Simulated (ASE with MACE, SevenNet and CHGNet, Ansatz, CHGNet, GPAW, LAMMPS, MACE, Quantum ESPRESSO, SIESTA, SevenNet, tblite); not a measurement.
# Running 47In2O3-53ZnO (mol %) with crystalline order left by the classical run (65 atoms) with machine-learned potentials

How do the settings of machine-learned potentials change the result for 47In2O3-53ZnO (mol %) with crystalline order left by the classical run (65 atoms)? A plane-wave run serves as the yardstick.

Main program and level: ASE with MACE, SevenNet and CHGNet; the method is named at each step.

## 1. Set-up

The cell holds 65 atoms: 18 In, 10 Zn and 37 O. Cell: a = 9.427 Å, b = 9.427 Å, c = 9.427 Å, α = 90.0°, β = 90.0°, γ = 90.0°. 65 atoms (18 Sc, 10 Zn, 37 O) placed at random at 4.13 g/cm³, melted at 5000 K for 10 ps at fixed volume with the Morse and Coulomb pair potential with partial charges (Pedone, Malavasi, Menziani, Cormack and Segre, J. Phys. Chem. B 110, 11780 (2006)). Quenched from 5000 K to 300 K at 30 K/ps and fixed volume, held 10 ps at zero pressure, then minimised at fixed cell. Then Sc was replaced by In and the cell scaled by 1.027 (the potential has no terms for the new elements, so the cell is a start for a DFT relaxation).

The yardstick, on the same geometry:

```
method                                           : Kohn-Sham DFT, PBE, PAW, plane waves (Ansatz 0.2.0); cutoff 420 eV, Γ point, fermi-dirac smearing of 0.05 eV; PAW set soft_2
r.m.s. force component                           : 0.3072 eV/Å
longest force                                    : 0.9017 eV/Å
pressure                                         : 2.457 GPa
spacing of highest filled and lowest empty level : 0.3187 eV
SCF cycles                                       : 11
time                                             : 15 s on 4 threads of Arm Neoverse V1, shared host
CPU time                                         : 55 s
```

## 2. MACE MP-0b2 small potential

Method: machine-learned interatomic potential MACE MP-0b2 small, trained on PBE(+U) plane-wave data.

Contents of run.py:

```python
import numpy as np
from ase.io import read
import mlip  # loads the published weights by name

atoms = read("structure.xyz")
atoms.calc = mlip.calc("mace-mp-0b2-small")
energy = atoms.get_potential_energy()
forces = atoms.get_forces()
print(f"energy {energy:.6f} eV")
print("forces (eV/A)")
for i, (a, f) in enumerate(zip(atoms, forces)):
    print(f"{i:4d} {a.symbol:2s} {f[0]:10.5f} {f[1]:10.5f} {f[2]:10.5f}")
stress = -atoms.get_stress(voigt=False) * 160.21766
print("stress (GPa, compression positive)")
for row in stress:
    print(" ".join(f"{x:10.4f}" for x in row))
```

Contents of structure.xyz:

```xyz
65
Lattice="9.42721 0.00000 0.00000 0.00000 9.42721 0.00000 0.00000 0.00000 9.42721" Properties=species:S:1:pos:R:3 pbc="T T T"
In 6.90468 9.22207 5.72458
In 1.39400 1.10421 2.31174
In 8.95943 4.21019 3.30801
In 7.24161 1.26391 2.22133
In 7.45975 5.79651 6.33848
In 1.10261 5.80085 5.86306
In 2.56354 1.28483 7.98824
In 5.71063 1.61611 8.18942
In 4.08971 1.21272 4.57484
In 4.11243 5.99976 0.81310
In 8.77013 7.48181 3.34279
In 4.15410 7.69072 6.70727
In 0.92830 7.39706 9.26525
In 2.57495 7.56213 3.35637
In 8.88656 1.26381 8.43650
In 0.84213 9.05597 5.77294
In 5.65076 4.44813 3.51805
In 7.31514 5.77794 1.08715
Zn 4.17361 2.86681 1.21356
Zn 3.99883 9.33086 0.88474
Zn 6.59339 7.69930 8.63382
Zn 2.24377 4.15759 8.65729
Zn 5.58732 7.74172 3.17320
Zn 1.11439 2.79027 5.66754
Zn 2.54186 4.25045 3.22882
Zn 8.87930 4.21707 8.62778
Zn 7.34069 2.82741 5.78237
Zn 4.28014 4.41165 6.78448
O 5.61409 4.53232 1.32914
O 9.01288 1.10374 1.14475
O 7.47361 2.84485 7.98211
O 2.38678 1.13588 5.86109
O 4.83870 8.64909 4.87688
O 0.94828 9.11621 7.98937
O 0.99071 5.70327 8.01822
O 7.57637 5.87287 8.43688
O 3.38889 0.09719 2.87181
O 7.35549 5.86863 3.29613
O 8.90645 4.37206 5.57733
O 2.60144 1.41229 0.64492
O 3.99525 2.92206 8.12767
O 1.01201 5.89785 3.59148
O 1.07942 2.79027 3.54670
O 8.79257 4.29136 1.21932
O 7.21813 8.97932 3.51088
O 5.59769 1.34413 0.92867
O 8.88015 7.31872 5.59137
O 2.55157 4.31106 5.71600
O 4.15891 2.95524 3.37532
O 8.69754 1.04972 5.86372
O 2.61690 7.52584 1.08488
O 0.94781 2.71956 7.92282
O 5.71251 1.55540 5.97515
O 0.85995 8.89863 3.59544
O 7.21314 0.06740 8.10250
O 4.20001 6.16464 3.21996
[... 5 atom lines left out ...]
O 4.16089 9.29768 8.12230
O 2.34106 7.49520 5.64718
O 8.83198 7.31401 1.23968
O 6.22809 7.42176 6.65203
```

Run with:

```console
$ OMP_NUM_THREADS=1 python run.py > output.txt
```

The log of the run:

```text
energy -335.351805 eV
forces (eV/A)
   0 In    0.42293   -0.11080    0.08040
   1 In   -0.24685    0.04332   -0.33352
   2 In   -0.11267    0.07154   -0.69277
   3 In    0.17108    0.18323   -0.20855
   4 In   -0.14011    0.11550   -0.11798
   5 In    0.43769    0.11928    0.15479
   6 In    0.14782   -0.50389   -0.07382
   7 In    0.15165   -0.00832    0.12670
   8 In    0.13720   -0.01617    0.02571
   9 In    0.07436    0.06527   -0.09971
  10 In    0.16331   -0.15407   -0.28725
  11 In   -0.57148   -0.20907    0.22585
  12 In   -0.20658   -0.18127    0.26405
  13 In    0.04290   -0.43217   -0.03190
  14 In   -0.30307   -0.42188    0.02286
  15 In   -0.24082   -0.06893    0.23154
  16 In    0.04421    0.20116   -0.09983
  17 In    0.16234   -0.46137    0.10967
  18 Zn    0.13631   -0.00242   -0.04116
  19 Zn    0.07000   -0.34746    0.00216
  20 Zn    0.27865    0.40518    0.28120
  21 Zn   -0.19079    0.47652    0.35908
  22 Zn   -0.02351   -0.13112   -0.03468
  23 Zn    0.27568    0.02618    0.05460
[...]
57 O     0.07083    0.80488   -0.10059
  58 O    -0.10181   -0.25102    0.51706
  59 O    -0.14332   -0.72137   -0.07647
  60 O    -0.27860   -0.51911    0.43038
  61 O     0.37091    0.07803    0.48323
  62 O     0.28947    0.28649   -0.24060
  63 O     0.02175    0.39509   -0.33908
  64 O     0.03177    0.34953    0.25253
stress (GPa, compression positive)
    5.7550    -0.1057     0.2345
   -0.1057     3.8642     0.0003
    0.2345     0.0003     0.9005
```

Elapsed: 8.9 s, on 1 thread of Arm Neoverse V1, shared host; peak memory 0.67 GiB.

Banners, paths, timers and routine set-up lines are dropped from the logs unmarked, and long logs keep their key lines alone; longer cuts are marked.

Compared with the plane-wave run:

```
r.m.s. force component                  : 0.296 eV/Å
r.m.s. difference of force components   : 70.12 meV/Å
longest difference of force vectors     : 266.3 meV/Å
force difference over r.m.s. force      : 22.83 %
slope of forces against the reference's : 0.9381
correlation of force components         : 0.9737
pressure                                : 3.507 GPa
pressure difference                     : 1.05 GPa
```

Length of the force difference by element (eV/Å):

| element | atoms | mean | most |
| --- | --- | --- | --- |
| In | 18 | 0.11 | 0.18 |
| O | 37 | 0.11 | 0.25 |
| Zn | 10 | 0.11 | 0.27 |

Local excerpt of 9 atoms (numbers count through the whole input) about In10, picked at random; x, y, z are measured from there.

| atom | x | y | z | distance (Å) | bonds | Fx | Fy | Fz (eV/Å) |
| --- | --- | --- | --- | --- | --- | --- | --- | --- |
| In10 | 0.00 | 0.00 | 0.00 | 0.00 | 6 | 0.07 | 0.07 | -0.10 |
| O60 | -1.35 | -1.58 | 0.34 | 2.10 | 4 | -0.14 | -0.72 | -0.08 |
| O51 | -1.50 | 1.53 | 0.27 | 2.15 | 4 | 0.14 | 0.57 | 0.15 |
| O58 | 1.62 | 1.40 | 0.23 | 2.16 | 4 | 0.07 | 0.80 | -0.10 |
| O29 | 1.50 | -1.47 | 0.52 | 2.16 | 4 | -0.33 | -0.50 | 0.05 |
| O57 | -0.11 | 0.03 | -2.17 | 2.17 | 3 | 0.06 | -0.45 | -0.59 |
| O56 | 0.09 | 0.16 | 2.41 | 2.41 | 4 | 0.11 | 0.23 | -0.09 |
| Zn22 | -1.87 | -1.84 | -1.58 | 3.06 | 4 | -0.19 | 0.48 | 0.36 |
| Zn19 | 0.06 | -3.13 | 0.40 | 3.16 | 5 | 0.14 | 0.00 | -0.04 |

Atoms are counted from 1 here, from 0 in the log.

Forces lie 23 % from the reference's, at 0.15 times its CPU time (on 1 against 4 cores).

## 3. SevenNet 0 potential

Method: machine-learned interatomic potential SevenNet 0, trained on PBE(+U) plane-wave data.

Edit run.py of step 2 so:

```diff
@@ -5,3 +5,3 @@
 atoms = read("structure.xyz")
-atoms.calc = mlip.calc("mace-mp-0b2-small")
+atoms.calc = mlip.calc("7net-0")
 energy = atoms.get_potential_energy()
```

structure.xyz is that of step 2.

The log of the run:

```text
energy -335.646301 eV
forces (eV/A)
   0 In    0.43591   -0.04385    0.18543
   1 In   -0.27172    0.03591   -0.28482
   2 In   -0.17524    0.13445   -0.76897
   3 In    0.18573    0.17547   -0.26176
   4 In   -0.17849    0.10534   -0.07122
   5 In    0.49673    0.10463    0.13476
   6 In    0.24041   -0.48198   -0.07724
   7 In    0.23153   -0.12975    0.04791
   8 In    0.11361   -0.01027    0.14615
   9 In    0.12529    0.07421   -0.23503
  10 In    0.13273   -0.17667   -0.32182
  11 In   -0.54285   -0.21049    0.28097
  12 In   -0.16759   -0.18200    0.27824
  13 In    0.09308   -0.28801   -0.00816
  14 In   -0.43312   -0.41669   -0.02378
  15 In   -0.24535    0.03778    0.23497
  16 In    0.04897    0.18104   -0.13274
  17 In    0.21487   -0.45618    0.16665
  18 Zn    0.06739    0.09888   -0.06893
  19 Zn    0.04459   -0.38419   -0.02436
  20 Zn    0.21181    0.50836    0.21065
  21 Zn   -0.15786    0.49178    0.32053
  22 Zn   -0.01682   -0.08122    0.00799
  23 Zn    0.29762    0.02178    0.11340
[...]
57 O     0.05941    0.79247   -0.01375
  58 O    -0.15148   -0.21072    0.58403
  59 O    -0.19875   -0.74941   -0.03063
  60 O    -0.28627   -0.51699    0.26726
  61 O     0.25799    0.13766    0.52366
  62 O     0.17342    0.29682   -0.32828
  63 O     0.03314    0.40258   -0.27571
  64 O     0.17053    0.29283    0.12263
stress (GPa, compression positive)
    5.6401    -0.0497     0.2620
   -0.0497     3.6431    -0.0409
    0.2620    -0.0409     0.5685
```

The job ended after 9.6 s (1 thread; peak memory 0.83 GiB).

Against the reference:

| Quantity | Value |
| --- | --- |
| r.m.s. force component | 0.3045 eV/Å |
| r.m.s. difference of force components | 59.76 meV/Å |
| longest difference of force vectors | 263.4 meV/Å |
| force difference over r.m.s. force | 19.45 % |
| slope of forces against the reference's | 0.9725 |
| correlation of force components | 0.9809 |
| pressure | 3.284 GPa |
| pressure difference | 0.8273 GPa |

Against the first run (23 %), the force difference from the reference is 19 %, at 1.1 times the CPU time.

## 4. CHGNet r2SCAN potential

Method: machine-learned interatomic potential CHGNet r2SCAN, trained on r2SCAN plane-wave data.

Edit run.py of step 3 so:

```diff
@@ -5,3 +5,3 @@
 atoms = read("structure.xyz")
-atoms.calc = mlip.calc("7net-0")
+atoms.calc = mlip.calc("chgnet-r2scan")
 energy = atoms.get_potential_energy()
```

structure.xyz is that of step 3.

The log of the run:

```text
CHGNet vr2scan initialized with 412,525 parameters
CHGNet will run on cpu
energy -825.347473 eV
forces (eV/A)
   0 In    0.15515   -0.05609    0.15602
   1 In   -0.16633    0.02741   -0.20909
   2 In   -0.21393    0.16834   -0.49781
   3 In    0.19935    0.17538   -0.11304
   4 In   -0.06042    0.21039   -0.04099
   5 In    0.27766    0.15437   -0.01487
   6 In    0.12544   -0.41285   -0.04559
   7 In    0.19256   -0.18692   -0.03261
   8 In    0.09323   -0.06016    0.02591
   9 In    0.05392   -0.00123    0.00403
  10 In    0.12157   -0.19821   -0.13296
  11 In   -0.27369   -0.14205    0.19535
  12 In   -0.11550   -0.08711    0.22674
  13 In    0.01415   -0.17773   -0.00745
  14 In   -0.31923   -0.30767   -0.05284
  15 In   -0.14878   -0.05783    0.14294
  16 In    0.11323    0.07672   -0.21932
  17 In    0.15718   -0.31161    0.24647
  18 Zn    0.01366    0.11236    0.06178
  19 Zn   -0.10912   -0.07853   -0.01255
  20 Zn    0.24080    0.27730    0.08275
  21 Zn   -0.10130    0.15365    0.37240
  22 Zn   -0.01345   -0.17798    0.06196
  23 Zn    0.34541    0.09041    0.05418
[...]
57 O     0.09360    0.52697   -0.11911
  58 O    -0.05548   -0.22102    0.42091
  59 O     0.03246   -0.56913   -0.15197
  60 O    -0.19537   -0.40820    0.32086
  61 O     0.14863    0.13998    0.42332
  62 O     0.18719    0.27401   -0.21405
  63 O     0.06255    0.23147   -0.22650
  64 O     0.08649    0.19372    0.28211
stress (GPa, compression positive)
   -0.6673    -0.0653     0.2276
   -0.0653    -1.8330    -0.0704
    0.2276    -0.0704    -4.2452
```

Elapsed: 4.4 s, on 1 thread; peak memory 0.93 GiB.

Against the reference:

| Item | Value |
| --- | --- |
| r.m.s. force component | 0.2393 eV/Å |
| r.m.s. difference of force components | 106.2 meV/Å |
| longest difference of force vectors | 346.3 meV/Å |
| force difference over r.m.s. force | 34.58 % |
| slope of forces against the reference's | 0.7436 |
| correlation of force components | 0.9546 |
| pressure | -2.248 GPa |
| pressure difference | -4.705 GPa |

Against the first run (23 %), the force difference from the reference is 35 %, at 0.52 times the CPU time; this potential was trained at another functional than the reference's, which explains only part of so large a difference.

## 5. Side by side

Differences are against the plane-wave reference, forces as r.m.s. over components; share is that over the reference's r.m.s. force, slope the least-squares factor from reference forces to these. Total energies of different programs have different zeros and aren't compared.

```
                        run  Δ force, r.m.s. (meV/Å)  share (%)  slope  Δ pressure (GPa)  cores  CPU time  memory (GiB)
                  reference                        -          -      -                 -      4      55 s           1.2
MACE MP-0b2 small potential                     70.1       22.8  0.938              1.05      1     8.3 s          0.67
       SevenNet 0 potential                     59.8       19.5  0.973             0.827      1     9.4 s          0.83
    CHGNet r2SCAN potential                      106       34.6  0.744             -4.71      1     4.3 s          0.93
```

Times of the machine-learned potentials are mostly Python's start and the loading of weights.

CPU time is summed over cores on a shared host, where runs went side by side, so it is rough. Symmetry, cutoffs, thresholds, outputs and thread counts weren't matched or tuned between programs; memory under MPI is the largest rank's times the ranks.

## 6. Summary of results

```
nearest in forces : SevenNet 0 potential, 19 %
its CPU time      : 9.4 s
```

**Reading.** Machine-learned potentials differ by 19 % (SevenNet 0 potential) to 35 % (CHGNet r2SCAN potential); they were trained on other programs' data, some at another functional. Machine-learned potentials mimic data converged in k, so the reference's own k-point error enters their differences. The quench rate of 30 K/ps is many orders above laboratory rates, so the cell is likely richer in defects and strain than a real sample. The network of bonds at the start is that of the classical potential that made the cell, and needn't be the one that DFT or experiment would give. The reference's stress is far from hydrostatic: its diagonal is 5.3, 3.2, -1.2 GPa, compression counted positive. The reference's pressure of 2.5 GPa belongs to a cell and atoms that aren't relaxed at this level. The electronic-structure runs sample only Γ, in a cell whose shortest periodic width is 9 Å.

[Also dropped from logs without a mark: logging warnings of Python, and SIESTA's first energy breakdown and zero terms.]

[Logs are printed without paths, hosts, clocks, repeated set-up lines and the standing remarks that a program may print on its own settings, such as how far it seeks lower states.]

[Hosts, paths, dates, database ids (printed as entryN), source tags and the programs' standing remarks are cut or masked in the printed files.]
